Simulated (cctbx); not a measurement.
## A crystallographic session in cctbx: CdIn2

Library: cctbx 2025.11. The data are simulated by the first script.

## 1. Simulate the data

run.py:

```python
from cctbx import adptbx, crystal, miller, sgtbx, xray
from cctbx.array_family import flex
from iotbx.shelx import hklf
from scitbx import matrix
import scitbx.random

cs = crystal.symmetry(unit_cell=(4.274, 4.274, 4.511, 90, 90, 120), space_group_symbol='Hall: -P 6 2')  # P6/mmm
atoms = [  # label, site, U (iso, or U11 U22 U33 U12 U13 U23 in A^2), occupancy
    ("In1", (2/3, 1/3, 0.5), (0.0100, 0.0100, 0.0115, 0.0050, 0.0000, 0.0000), 1),
    ("Cd1", (0, 0, 0), (0.0124, 0.0124, 0.0122, 0.0062, 0.0000, 0.0000), 1),
]
xs = xray.structure(crystal_symmetry=cs)
for label, site, u, occ in atoms:
    u = adptbx.u_cif_as_u_star(cs.unit_cell(), u) if isinstance(u, tuple) else u
    xs.add_scatterer(xray.scatterer(label, site=site, u=u, occupancy=occ))
xs.set_inelastic_form_factors(1.54184, "sasaki")
xs.show_summary()
p1 = xs.expand_to_p1()
ms = miller.build_set(p1, anomalous_flag=True, d_min=0.83)
flex.set_random_seed(549391)
scitbx.random.set_random_seed(549391)
ms = ms.select(flex.random_double(ms.size()) < 0.5)
i = ms.structure_factors_from_scatterers(p1, algorithm="direct").f_calc().as_intensity_array().data()
i = i / flex.sqrt(1 + 0.1 * i / flex.max(i))  # extinction
i = i * 70000 / flex.max(i)
sig = flex.sqrt(i + flex.pow2(0.03 * i) + 15 ** 2)
noise = scitbx.random.variate(scitbx.random.normal_distribution())(i.size())
data = ms.array(data=i + sig * noise, sigmas=sig).set_observation_type_xray_intensity()
with open("data.hkl", "w") as f:
    data.export_as_shelx_hklf(f)
print("reflections written:", data.size(), " <I/sigma> = %.1f" % flex.mean(data.data() / data.sigmas()))
for h, a, b in list(data.sort("data"))[:12]:
    print("%4d%4d%4d %9.1f %7.1f" % (h + (a, b)))
```

```console
$ python run.py
```

```text
Number of scatterers: 2
At special positions: 2
Unit cell: (4.274, 4.274, 4.511, 90, 90, 120)
Space group: P 6/m m m (No. 191)
reflections written: 259  <I/sigma> = 21.2
   0   0  -2   72992.9  2116.7
  -2   1   0   71165.7  2040.7
   1   1   0   69137.6  2040.7
  -1   2   0   68521.0  2040.7
   2  -1   0   67415.6  2040.7
  -1  -1   0   66424.6  2040.7
  -1   2   2   49366.0  1453.6
  -2   1   2   49264.1  1453.6
   2  -1  -2   49061.8  1453.6
   1   1   2   47389.5  1453.6
  -1  -1  -2   45449.3  1453.6
   1  -2   2   45441.4  1453.6
```

Run time: 0.23 s on 1 thread of Arm Neoverse V2, on a shared host, peak memory 0.07 GiB.

## 2. Symmetry

run.py:

```python
from cctbx import crystal, sgtbx, statistics
from cctbx.array_family import flex
from iotbx.shelx import hklf

p1 = crystal.symmetry(unit_cell=(4.274, 4.274, 4.511, 90, 90, 120), space_group_symbol="P 1")
raw = hklf.reader(file_name="data.hkl").as_miller_arrays(crystal_symmetry=p1, anomalous=True)[0]
print(raw.size(), "reflections to d = %.3f A" % raw.d_min())
isig = raw.data() / raw.sigmas()
print("centring   violations  <I/sigma> of those")
best = "P"
for c in "ABCIRF":
    a = raw.customized_copy(space_group_info=sgtbx.space_group_info("Hall: %s 1" % c)).sys_absent_flags().data()
    m = flex.mean(isig.select(a))
    print("%5s %10d of %5d %8.1f" % (c, (isig.select(a) > 4).count(True), a.count(True), m))
    if (isig.select(a) > 4).count(True) < 0.01 * a.count(True):
        best = c
raw = raw.select(~raw.customized_copy(space_group_info=sgtbx.space_group_info("Hall: %s 1" % best)).sys_absent_flags().data())
isig = raw.data() / raw.sigmas()
rows = []
for s in sgtbx.space_group_symbol_iterator():
    g = sgtbx.space_group(s)
    if g.conventional_centring_type_symbol() != best or not g.is_compatible_unit_cell(p1.unit_cell(), 1e-3, 0.02):
        continue
    rows.append((s, g))
print("Laue class    unique    Rint  (classes that these axes allow; Friedel mates merged)")
rint = {}
for s, g in rows:
    laue = g.build_derived_patterson_group()
    key = laue.type().hall_symbol()
    if key not in rint:
        m = raw.customized_copy(space_group_info=laue.info(), anomalous_flag=False).merge_equivalents()
        rint[key] = m.r_int()
        print("%-14s %6d %7.3f" % (laue.type().lookup_symbol(), m.array().size(), m.r_int()))
floor = min(rint.values())
good = [(s, g) for s, g in rows if rint[g.build_derived_patterson_group().type().hall_symbol()] < 2 * floor + 0.03]
top = max(g.build_derived_patterson_group().order_z() for s, g in good)
print("space group    extra absences  I>4sigma  <I/sigma>")
for s, g in good:
    laue = g.build_derived_patterson_group()
    if laue.order_z() != top:
        continue
    a = raw.customized_copy(space_group_info=g.info()).sys_absent_flags().data()
    a &= ~raw.customized_copy(space_group_info=laue.info()).sys_absent_flags().data()
    bad = (isig.select(a) > 4).count(True)
    if bad <= 0.03 * a.count(True):
        print("%-16s %8d %10d %9s  %s" % (s.universal_hermann_mauguin(), a.count(True), bad, "%.1f" % flex.mean(isig.select(a)) if a.count(True) else "-", "centric" if g.is_centric() else "acentric"))
laue = max(good, key=lambda t: t[1].build_derived_patterson_group().order_z())[1].build_derived_patterson_group()
f = raw.customized_copy(space_group_info=laue.info(), anomalous_flag=False).merge_equivalents().array().eliminate_sys_absent().f_sq_as_f()
f.set_observation_type_xray_amplitude()
bins = max(3, min(8, f.size() // 12))
f.setup_binner(n_bins=bins)
w = statistics.wilson_plot(f, {e: n / laue.order_z() for e, n in {'In': 2.0, 'Cd': 1.0}.items()}, e_statistics=True)
print("Wilson B = %.2f A^2   <|E^2-1|> = %.3f (0.968 centric, 0.736 acentric)   E^2>4: %.1f %%" % (w.wilson_b, w.mean_e_sq_minus_1, w.percent_e_sq_gt_2))
print("shell (A)         n   <I/sigma>")
m = raw.customized_copy(space_group_info=laue.info(), anomalous_flag=False).merge_equivalents().array().eliminate_sys_absent()
for b in m.setup_binner(n_bins=bins).range_used():
    sel = m.binner().selection(b)
    print("%5.2f - %4.2f %6d %8.1f" % (min(m.binner().bin_d_range(b)[0] if m.binner().bin_d_range(b)[0] > 0 else 99, 99), m.binner().bin_d_range(b)[1], sel.count(True), flex.mean((m.data() / m.sigmas()).select(sel))))
```

```console
$ python run.py
```

```text
259 reflections to d = 0.831 A
centring   violations  <I/sigma> of those
    A         84 of   129     20.5
    B         86 of   130     20.8
    C         88 of   137     20.4
    I         88 of   137     20.4
    R        107 of   160     21.3
    F        129 of   198     20.6
Laue class    unique    Rint  (classes that these axes allow; Friedel mates merged)
P -1              197   0.018
P 1 1 2/m         134   0.021
P -3               90   0.022
P -3 1 m           57   0.024
P -3 m 1           66   0.024
P 6/m              54   0.025
P 6/m m m          43   0.025
space group    extra absences  I>4sigma  <I/sigma>
P 6 2 2                 0          0         -  acentric
P 6 m m                 0          0         -  acentric
P -6 m 2                0          0         -  acentric
P -6 2 m                0          0         -  acentric
P 6/m m m               0          0         -  centric
Wilson B = 1.39 A^2   <|E^2-1|> = 0.697 (0.968 centric, 0.736 acentric)   E^2>4: 0.0 %
shell (A)         n   <I/sigma>
 4.51 - 1.19     17     42.7
 1.19 - 0.95     14     54.2
 0.95 - 0.83     12     43.4
```

Time: 0.26 s.

## 3. Patterson map

run.py:

```python
from cctbx import crystal, maptbx
from iotbx.shelx import hklf

cs = crystal.symmetry(unit_cell=(4.274, 4.274, 4.511, 90, 90, 120), space_group_symbol='Hall: -P 6 2')  # P6/mmm
raw = hklf.reader(file_name="data.hkl").as_miller_arrays(crystal_symmetry=cs, anomalous=True)[0]
merged = raw.eliminate_sys_absent().merge_equivalents()
fo2 = merged.array().set_observation_type_xray_intensity()
f = fo2.average_bijvoet_mates().f_sq_as_f()
pm = f.patterson_map(symmetry_flags=maptbx.use_space_group_symmetry, sharpening=True, resolution_factor=0.25)
peaks = pm.peak_search(parameters=maptbx.peak_search_parameters(min_distance_sym_equiv=0.4, max_clusters=14)).all()
top = peaks.heights()[0]
print("Patterson group", f.patterson_symmetry().space_group_info())
print("      u       v       w   height  length (A)")
for x, h in zip(peaks.sites(), peaks.heights()):
    y = [t - round(t) for t in x]
    print("%7.3f %7.3f %7.3f %8.1f %8.2f" % (x + (1000 * h / top, cs.unit_cell().length(y))))
```

```console
$ python run.py
```

```text
Patterson group P 6/m m m
      u       v       w   height  length (A)
  0.000   0.000   0.000   1000.0     0.00
  0.333   0.667   0.500    602.9     3.34
  0.333   0.667   0.000    266.6     2.47
  0.000   0.296   0.000     55.0     1.26
  0.000   0.500   0.093     46.9     2.18
  0.265   0.530   0.096     44.7     2.79
  0.000   0.376   0.500     40.5     2.77
  0.174   0.348   0.401     33.5     2.22
  0.153   0.577   0.335     33.1     2.68
  0.000   0.195   0.184     25.8     1.18
  0.160   0.320   0.048     24.6     1.20
  0.000   0.331   0.252     24.1     1.82
  0.333   0.667   0.267     21.6     2.75
  0.000   0.000   0.256     19.2     1.15
```

Time: 0.23 s.

## 4. Charge flipping

run.py:

```python
import itertools
from cctbx import crystal, maptbx
from cctbx.array_family import flex
from iotbx.shelx import hklf
from smtbx.ab_initio import charge_flipping as cf

cs = crystal.symmetry(unit_cell=(4.274, 4.274, 4.511, 90, 90, 120), space_group_symbol='Hall: -P 6 2')  # P6/mmm
raw = hklf.reader(file_name="data.hkl").as_miller_arrays(crystal_symmetry=cs, anomalous=True)[0]
merged = raw.eliminate_sys_absent().merge_equivalents()
fo2 = merged.array().set_observation_type_xray_intensity()
f = fo2.average_bijvoet_mates().f_sq_as_f().resolution_filter(d_min=0.9)
p1 = f.expand_to_p1()
work = p1
flex.set_random_seed(40685)
it = cf.weak_reflection_improved_iterator(delta=None, weak_reflection_fraction=0.1)
it.start(work, phases=flex.random_double(p1.size()) * 6.2832, f_000=0)
it.delta = 0.9 * it.rho_map.sigma()
print("cycle      R  skewness")
for n, st in enumerate(itertools.islice(it, 150)):
    if n % 12 == 0:
        print("%5d %6.3f %8.2f" % (n, st.r1_factor(), st.rho_map.skewness()))
rho = p1.phase_transfer(it.f_calc).fft_map().apply_volume_scaling()
polish = cf.low_density_elimination_iterator(constant_rho_c=rho.sigma())
polish.start(f_obs=p1, phases=it.f_calc, f_000=0)
for _ in range(8):
    next(polish)
print("origin shift          correlation  skewness")
maps = []
for fc, shift, cc in itertools.islice(cf.f_calc_symmetrisations(f, polish.f_calc, 0), 4):
    m = f.phase_transfer(fc).fft_map(symmetry_flags=maptbx.use_space_group_symmetry, resolution_factor=0.25).apply_sigma_scaling()
    maps.append((m.skewness(), cc, m))
    print("%6.3f %6.3f %6.3f %10.3f %9.2f" % (tuple(shift) + (cc, m.skewness())))
skew, cc, m = max((t for t in maps if t[1] > maps[0][1] - 0.04), key=lambda t: t[0])
print("taken: symmetry correlation %.3f, skewness %.2f" % (cc, skew))
peaks = m.peak_search(parameters=maptbx.peak_search_parameters(min_distance_sym_equiv=0.9, max_clusters=7)).all()
sps = cs.special_position_settings(min_distance_sym_equiv=0.5)
print("peak      x       y       z  mult  height/sigma")
for k, (x, h) in enumerate(zip(peaks.sites(), peaks.heights())):
    ss = sps.site_symmetry(x)
    print("Q%-3d %7.4f %7.4f %7.4f %4d %8.1f" % ((k + 1,) + tuple(t % 1 for t in ss.exact_site()) + (ss.multiplicity(), h)))
```

```console
$ python run.py
```

```text
cycle      R  skewness
    0  0.635     0.26
   12  0.448     1.93
   24  0.369     3.72
   36  0.338     3.65
   48  0.338     3.53
   60  0.323     3.28
   72  0.342     3.52
   84  0.322     3.48
   96  0.373     3.46
  108  0.329     3.41
  120  0.328     3.53
  132  0.346     3.38
  144  0.303     3.30
origin shift          correlation  skewness
 0.069  0.824  0.347      1.000      5.86
 0.732  0.188  0.372      0.934      5.87
 0.383  0.514  0.374      0.870      5.12
 0.069  0.824 -0.153      1.000      5.86
taken: symmetry correlation 1.000, skewness 5.86
peak      x       y       z  mult  height/sigma
Q1    0.3333  0.6667  0.5000    2     11.2
Q2    0.0000  0.0000  0.0000    1     11.1
Q3    0.0000  0.2803  0.1296   12      0.8
Q4    0.0000  0.5000  0.3939    6      0.7
Q5    0.1623  0.3245  0.3982   12      0.6
Q6    0.1808  0.5904  0.2035   12      0.4
Q7    0.0000  0.5000  0.0000    3      0.3
```

Time: 0.34 s.

## 5. Refinement (model from the peaks)

run.py:

```python
import math
from cctbx import adptbx, crystal, maptbx, sgtbx, xray
from cctbx.array_family import flex
from cctbx.xray import observations
from iotbx.shelx import hklf
from scitbx.lstbx import normal_eqns_solving
from smtbx import absolute_structure, utils
from smtbx.refinement import constraints, least_squares

cs = crystal.symmetry(unit_cell=(4.274, 4.274, 4.511, 90, 90, 120), space_group_symbol='Hall: -P 6 2')  # P6/mmm
atoms = [  # label, site, U (iso, or U11 U22 U33 U12 U13 U23 in A^2), occupancy
    ("In1", (0.3333, 0.6667, 0.5), 0.0200, 1),
    ("Cd1", (0, 0, 0), 0.0200, 1),
]
xs = xray.structure(crystal_symmetry=cs)
for label, site, u, occ in atoms:
    u = adptbx.u_cif_as_u_star(cs.unit_cell(), u) if isinstance(u, tuple) else u
    xs.add_scatterer(xray.scatterer(label, site=site, u=u, occupancy=occ))
xs.set_inelastic_form_factors(1.54184, "sasaki")
raw = hklf.reader(file_name="data.hkl").as_miller_arrays(crystal_symmetry=cs, anomalous=True)[0]
merged = raw.eliminate_sys_absent().merge_equivalents()
fo2 = merged.array().set_observation_type_xray_intensity()
print("Rint %.3f, %d unique reflections to %.2f A" % (merged.r_int(), fo2.size(), fo2.d_min()))
for sc in xs.scatterers():
    sc.flags.set_grad_site(True)
    sc.flags.set_grad_u_aniso(sc.flags.use_u_aniso())
    sc.flags.set_grad_u_iso(sc.flags.use_u_iso())
obs = fo2.as_xray_observations()
extra = {}
rep = constraints.reparametrisation(xs, [], utils.connectivity_table(xs), **extra)
ls = least_squares.crystallographic_ls(obs, rep, weighting_scheme=least_squares.mainstream_shelx_weighting(a=0, b=0))
print("cycle     R1     wR2    GooF  max shift (A)")
for cycle in range(6):
    ls.build_up()
    r1, wr2, goof = ls.r1_factor(cutoff_factor=2)[0], ls.wR2(), ls.goof()
    old = xs.sites_cart()
    normal_eqns_solving.levenberg_marquardt_iterations(ls, n_max_iterations=3, tau=0.0001, step_threshold=1e-7)
    big = flex.max((xs.sites_cart() - old).norms())
    print("%4d %7.4f %7.4f %7.3f %9.5f" % (cycle + 1, r1, wr2, goof, big))
    ls.build_up(objective_only=True)
    if abs(ls.wR2() - wr2) < 5e-5 and big < 5e-4:
        break
ls.build_up()
print("final R1 %.4f wR2 %.4f GooF %.3f  parameters %d  data/parameter %.1f" % (ls.r1_factor(cutoff_factor=2)[0], ls.wR2(), ls.goof(), ls.n_parameters, fo2.size() / ls.n_parameters))
cov = ls.covariance_matrix_and_annotations()
su = dict(zip(cov.annotations, (math.sqrt(max(v, 0)) for v in cov.matrix.matrix_packed_u_diagonal())))
a2 = cs.unit_cell().reciprocal_parameters()[0] ** -2
print("atom        x        y        z      Ueq    occ   su(xyz)  su(Uiso or U11)")
for sc in xs.scatterers():
    s = max(su.get(sc.label + k, 0) for k in (".x", ".y", ".z"))
    npd = "" if sc.is_positive_definite_u(cs.unit_cell()) else "  NPD"
    print("%-5s %8.5f %8.5f %8.5f %8.4f %6.3f %8.5f %7.4f%s" % ((sc.label,) + sc.site + (sc.u_iso_or_equiv(cs.unit_cell()), sc.occupancy, s, su.get(sc.label + ".uiso", su.get(sc.label + ".u11", 0) * a2), npd)))
fo = fo2.f_sq_as_f()
fc = fo.structure_factors_from_scatterers(xs, algorithm="direct").f_calc()
diff = fo.f_obs_minus_f_calc(1 / math.sqrt(ls.scale_factor()), fc).average_bijvoet_mates()
m = diff.fft_map(symmetry_flags=maptbx.use_space_group_symmetry, resolution_factor=0.25).apply_volume_scaling()
print("difference map: max %.2f min %.2f rms %.2f" % (m.statistics().max(), m.statistics().min(), m.statistics().sigma()))
peaks = m.peak_search(parameters=maptbx.peak_search_parameters(min_distance_sym_equiv=0.6, max_clusters=5)).all()
near = xs.closest_distances(peaks.sites(), distance_cutoff=4)
sps = cs.special_position_settings(min_distance_sym_equiv=0.5)
for k, (x, h) in enumerate(zip(peaks.sites(), peaks.heights())):
    ss = sps.site_symmetry(x)
    print("Q%-3d %7.4f %7.4f %7.4f %4d %7.2f  %.2f A from %s" % ((k + 1,) + tuple(t % 1 for t in ss.exact_site()) + (ss.multiplicity(), h, near.smallest_distances[k], xs.scatterers()[near.i_seqs[k]].label)))
```

```console
$ python run.py
```

```text
Rint 0.025, 43 unique reflections to 0.83 A
cycle     R1     wR2    GooF  max shift (A)
   1  0.0746  0.1420   8.525   0.00000
   2  0.0097  0.0237   1.425   0.00000
final R1 0.0097 wR2 0.0237 GooF 1.425  parameters 2  data/parameter 21.5
atom        x        y        z      Ueq    occ   su(xyz)  su(Uiso or U11)
In1    0.33333  0.66667  0.50000   0.0105  1.000  0.00000  0.0003
Cd1    0.00000  0.00000  0.00000   0.0124  1.000  0.00000  0.0003
difference map: max 0.60 min -1.23 rms 0.17
Q1    0.3333  0.6667  0.3830    4    0.61  0.53 A from In1
Q2    0.3333  0.6667  0.1913    4    0.57  1.39 A from In1
Q3    0.2203  0.4406  0.0000    6    0.47  1.63 A from Cd1
Q4    0.0000  0.5000  0.4025    6    0.42  1.31 A from In1
Q5    0.0000  0.0000  0.2541    2    0.36  1.15 A from Cd1
```

Time: 0.38 s.

## 6. Refinement (anisotropic displacement)

run.py, as its changes from the last script of this kind:

```diff
@@ -12,2 +12,2 @@
-    ("In1", (0.3333, 0.6667, 0.5), 0.0200, 1),
-    ("Cd1", (0, 0, 0), 0.0200, 1),
+    ("In1", (1/3, 2/3, 0.5), 0.0105, 1),
+    ("Cd1", (0, 0, 0), 0.0124, 1),
@@ -19,0 +20 @@
+xs.convert_to_anisotropic()
@@ -33 +34 @@
-for cycle in range(6):
+for cycle in range(8):
@@ -37 +38 @@
-    normal_eqns_solving.levenberg_marquardt_iterations(ls, n_max_iterations=3, tau=0.0001, step_threshold=1e-7)
+    normal_eqns_solving.levenberg_marquardt_iterations(ls, n_max_iterations=3, tau=1e-06, step_threshold=1e-7)
@@ -58 +59 @@
-peaks = m.peak_search(parameters=maptbx.peak_search_parameters(min_distance_sym_equiv=0.6, max_clusters=5)).all()
+peaks = m.peak_search(parameters=maptbx.peak_search_parameters(min_distance_sym_equiv=0.6, max_clusters=6)).all()
```

```console
$ python run.py
```

```text
Rint 0.025, 43 unique reflections to 0.83 A
cycle     R1     wR2    GooF  max shift (A)
   1  0.0098  0.0238   1.462   0.00000
   2  0.0078  0.0169   1.043   0.00000
final R1 0.0078 wR2 0.0169 GooF 1.043  parameters 4  data/parameter 10.8
atom        x        y        z      Ueq    occ   su(xyz)  su(Uiso or U11)
In1    0.33333  0.66667  0.50000   0.0103  1.000  0.00000  0.0002
Cd1    0.00000  0.00000  0.00000   0.0124  1.000  0.00000  0.0002
difference map: max 0.51 min -0.71 rms 0.14
Q1    0.3333  0.6667  0.2057    4    0.51  1.33 A from In1
Q2    0.2191  0.4382  0.0000    6    0.44  1.62 A from Cd1
Q3    0.0000  0.5000  0.3868    6    0.43  1.34 A from In1
Q4    0.2322  0.4645  0.5000    6    0.35  0.75 A from In1
Q5    0.0000  0.5000  0.1233    6    0.34  2.10 A from In1
Q6    0.0000  0.0000  0.2621    2    0.32  1.18 A from Cd1
```

It took 0.37 s on 1 thread of Arm Neoverse V2, on a shared host, peak memory 0.09 GiB.

[Logs are printed without paths, hosts, clocks, repeated set-up lines and the standing remarks that a program may print on its own settings, such as how far it seeks lower states.]
